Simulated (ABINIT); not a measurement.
# Quasiparticle gap of KBr (Fm-3m) in ABINIT, part 3 of 3

Wanted: ground state, empty states, screening and self-energy for KBr (Fm-3m).

ABINIT 10.8.3; PBE and many-body steps on it, plane waves. Known limits of the many-body steps: not at the basis limit; no spin-orbit coupling.

So far. Step 4 (Empty states on the mesh, 4×4×4 mesh, 397 bands): On this mesh the gap is 4.436 eV. Step 5 (Screening, 4×4×4 mesh, 389 bands, screening to 228.6 eV): Local fields lower ε∞ by 17 %.

### 6. Self-energy, 4×4×4 mesh, 389 bands, screening to 228.6 eV

The self-energy is evaluated for the states that the input lists, and the levels follow from it, in one-shot runs by the linearised quasiparticle equation.

This step: G0W0 on PBE, plane waves, norm-conserving pseudopotentials.

run.abi reads:

```
acell 3*1.0 Angstrom
rprim 
  0.000000000000 3.300000000000 3.300000000000
  3.300000000000 0.000000000000 3.300000000000
  3.300000000000 3.300000000000 0.000000000000
ntypat 2
znucl 19 35
natom 2
typat 1 2
xred 
  0.000000000000 0.000000000000 0.000000000000
  0.500000000000 0.500000000000 0.500000000000
pp_dirpath "pseudos"
pseudos "K.upf, Br.upf"
ecut 33
ngkpt 4 4 4
nshiftk 1
shiftk 0 0 0
kptopt 1
chksymbreak 0
istwfk *1
occopt 1
irdwfk 1
optdriver 4
nband 389
gwcalctyp 0
ecutsigx 33
symsigma 1
nkptgw 1
kptgw 
  0.0000000000 0.0000000000 0.0000000000
bdgw 
  6 12
ecuteps 8.4
irdscr 1
ppmodel 1
indata_prefix "in"
outdata_prefix "out"
tmpdata_prefix "tmp"
```

Launch:

```sh
$ OMP_NUM_THREADS=1 mpirun -n 8 abinit run.abi > log
```

Numbers of over 12 decimals in the logs are rounded to 6 here.

Output:

```text
.Version 10.8.3 of ABINIT. v10.8.2 released Aug 2026.

 Symmetries : space group Fm -3 m (#225); Bravais cF (face-center cubic)
[... echo of the input left out ...]
== DATASET  1 ==================================================================
-   mpi_nproc: 8, omp_nthreads: 1 (-1 if OMP is not activated)

--- !DatasetInfo
iteration_state: {dtset: 1, }
dimensions: {natom: 2, nkpt: 8, mband: 389, nsppol: 1, nspinor: 1, nspden: 1, mpw: 4477, }
cutoff_energies: {ecut:  33.0, pawecutdg:  -1.0, }
electrons: {nelect:   1.60000000E+01, charge:   0.00000000E+00, occopt:   1.00000000E+00, tsmear:   1.00000000E-02, }

 SIGMA: Calculation of the GW corrections

 Based on a program developped by R.W. Godby, V. Olevano, G. Onida, and L. Reining.
 Incorporated in ABINIT by V. Olevano, G.-M. Rignanese, and M. Torrent.
.Using double precision arithmetic ; gwpc =  8

[... cell and pseudopotentials left out ...]
--------------------------------------------------------------------------------

 ==== K-mesh for the wavefunctions ====
 Number of points in the irreducible wedge :     8
[... list of points left out ...]
 Together with 48 symmetry operations and time-reversal symmetry
 yields    64 points in the full Brillouin Zone.

 ==== Q-mesh for screening function ====
 Number of points in the irreducible wedge :     8
[... list of points left out ...]
 Together with 48 symmetry operations and time-reversal symmetry
 yields    64 points in the full Brillouin Zone.

 vcoul_init : cutoff-mode = AUXILIARY_FUNCTION
 q-points for optical limit:   1
     1)      0.000010    0.000020    0.000030
 setmesh: FFT mesh size selected  =    45x   45x   45
          total number of points  =        91125

 Number of electrons calculated from density =   16.0000; Expected =   16.0000
 average of density, n =  0.032988
 r_s =    1.9343
 omega_plasma =   17.5199 [eV]

 === KS Band Gaps ===
  >>>> For spin  1
   Minimum direct gap =   4.4359 [eV], located at k-point      :   0.0000  0.0000  0.0000
   Fundamental gap    =   4.4359 [eV], Top of valence bands at :   0.0000  0.0000  0.0000
                                       Bottom of conduction at :   0.0000  0.0000  0.0000
 SIGMA fundamental parameters:
 PLASMON POLE MODEL  1
 number of plane-waves for SigmaX                 4477
 number of plane-waves for SigmaC and W            537
 number of plane-waves for wavefunctions          4477
 number of bands                                   389
 number of independent spin polarizations            1
 number of spinorial components                      1
 number of k-points in IBZ                           8
 number of q-points in IBZ                           8
 number of symmetry operations                      48
 number of k-points in BZ                           64
 number of q-points in BZ                           64
 number of frequencies for dSigma/dE                 9
 frequency step for dSigma/dE [eV]                0.25
 number of omega for Sigma on real axis              0
 max omega for Sigma on real axis  [eV]           0.00
 zcut for avoiding poles [eV]                     0.10

 EPSILON^-1 parameters (SCR file):
 dimension of the eps^-1 matrix on file            537
 dimension of the eps^-1 matrix used               537
 number of plane-waves for wavefunctions          4477
 number of bands                                   389
 number of q-points in IBZ                           8
 number of frequencies                               2
 number of real frequencies                          1
 number of imag frequencies                          1

 matrix elements of self-energy operator (all in [eV])

 Perturbative Calculation

--- !SelfEnergy_ee
iteration_state: {dtset: 1, }
kpoint     : [   0.000,    0.000,    0.000, ]
spin       : 1
KS_gap     :    4.436
QP_gap     :    6.996
Delta_QP_KS:    2.560
data: !SigmaeeData |
     Band     E0 <VxcDFT>   SigX SigC(E0)      Z dSigC/dE  Sig(E)    E-E0       E
        6  -0.010 -12.760 -16.565   1.369   0.813  -0.230 -14.741  -1.981  -1.990
        7  -0.010 -12.760 -16.565   1.369   0.813  -0.230 -14.741  -1.981  -1.990
        8  -0.010 -12.760 -16.565   1.369   0.813  -0.230 -14.741  -1.981  -1.990
        9   4.426  -6.661  -3.089  -2.901   0.865  -0.157  -6.081   0.579   5.006
       10   7.598  -8.409  -3.762  -3.128   0.858  -0.165  -7.105   1.304   8.903
       11   7.598  -8.409  -3.762  -3.128   0.858  -0.165  -7.105   1.304   8.903
       12   7.598  -8.409  -3.762  -3.128   0.858  -0.165  -7.105   1.304   8.903

== END DATASET(S) ==============================================================
================================================================================

 -outvars: echo values of variables after computation  --------
           etotal      0.0000000000E+00
            nband         389
             nkpt           8
          spgroup         225
 [... the other variables as echoed above ...]

 Calculation completed.
```

It took 33 s on 8 MPI ranks of Arm Neoverse V2, shared host; peak memory 4.3 GiB; 4.4 min of CPU time.

Numbers from this step:

```yaml
g0w0_gap_on_the_points_computed: 6.996 eV
starting_gap_on_the_mesh: 4.436 eV
k_of_the_valence_top: 0, 0, 0
k_of_the_conduction_bottom: 0, 0, 0
z_at_the_valence_top: 0.813
z_at_the_conduction_bottom: 0.865
least_direct_g0w0_gap_on_the_computed_points: 6.996 eV
```

The gap on the mesh goes from 4.44 eV to 7.00 eV, a correction of +2.56 eV.

Limits: finite bands, cutoff and mesh; no spin-orbit coupling. v1 is the top filled band, c1 the lowest empty one. The levels before and after the correction (eV, zero at the valence-band top of each column):

|  | conduction bottom | valence top |
| --- | --- | --- |
| Kohn-Sham | 4.44 | 0.00 |
| G0W0 | 7.00 | 0.00 |

|  | level | energy (eV) |
| --- | --- | --- |
| Kohn-Sham | Γ v3-v1 | 0.000 |
| Kohn-Sham | Γ c1 | 4.436 |
| Kohn-Sham | Γ c2-c4 | 7.608 |
| G0W0 | Γ v3-v1 | 0.000 |
| G0W0 | Γ c1 | 6.996 |
| G0W0 | Γ c2-c4 | 10.893 |

### 7. Where the time went

Times are wall times on 8 MPI ranks of Arm Neoverse V2, shared host, good to a factor of about two.

| step | time | share | memory (GiB) |
| --- | --- | --- | --- |
| ground state | 5.5 s | 3 % | 0.65 |
| bands along the symmetry lines | 13 s | 6 % | 0.56 |
| empty states on the mesh | 61 s | 29 % | 8.8 |
| screening | 96 s | 46 % | 3.8 |
| self-energy | 33 s | 16 % | 4.3 |

### 8. Results

```yaml
pbe_gap: 4.44 eV, direct
g0w0_gap_on_the_mesh: 7.00 eV
gw_settings: 4×4×4 mesh, 389 bands, screening to 228.6 eV, Godby-Needs plasmon pole
known_limits: not at the basis limit; no spin-orbit coupling
```

In words: G0W0 moves the gap on the mesh from 4.44 eV to 7.00 eV (+2.56 eV), with Z of 0.81 and 0.86 at the edges. Local fields lower the RPA ε∞ on this mesh from 2.85 to 2.37. Only 1 of the mesh's irreducible points was corrected, so a valley elsewhere could overtake. The dearest step here is «screening». Bands and cutoff are finite, so the gap is not at the basis limit. The miss can reach some tenths of an eV and take either sign; the mesh is an error of its own. In the G0W0 run levels were corrected at 1 k point alone, so a gap called «on the mesh» is the least over those, and an edge elsewhere would be missed. The many-body steps are scalar-relativistic: spin-orbit coupling is not in them.

[Paths, hosts, dates, memory and timing lines, banners, echoed tables and standing remarks are left out of the program output.]

[Logs are printed without paths, hosts, clocks, repeated set-up lines and the standing remarks that a program may print on its own settings, such as how far it seeks lower states.]

[Runs of the session that timed out or met a known fault of the program may be left out.]

[Hosts, paths, dates, database ids (printed as entryN), source tags and the programs' standing remarks are cut or masked in the printed files.]

[G0W0 gaps are taken among the corrected bands and points alone; a level outside them can change the order at an edge.]

[Where Ansatz stands beside ABINIT at settings called matched, ABINIT's density can come from a denser mesh and the files from another edition; pairs whose starting gaps differed by over 0.03 eV were left out, so agreement reads better than it is.]
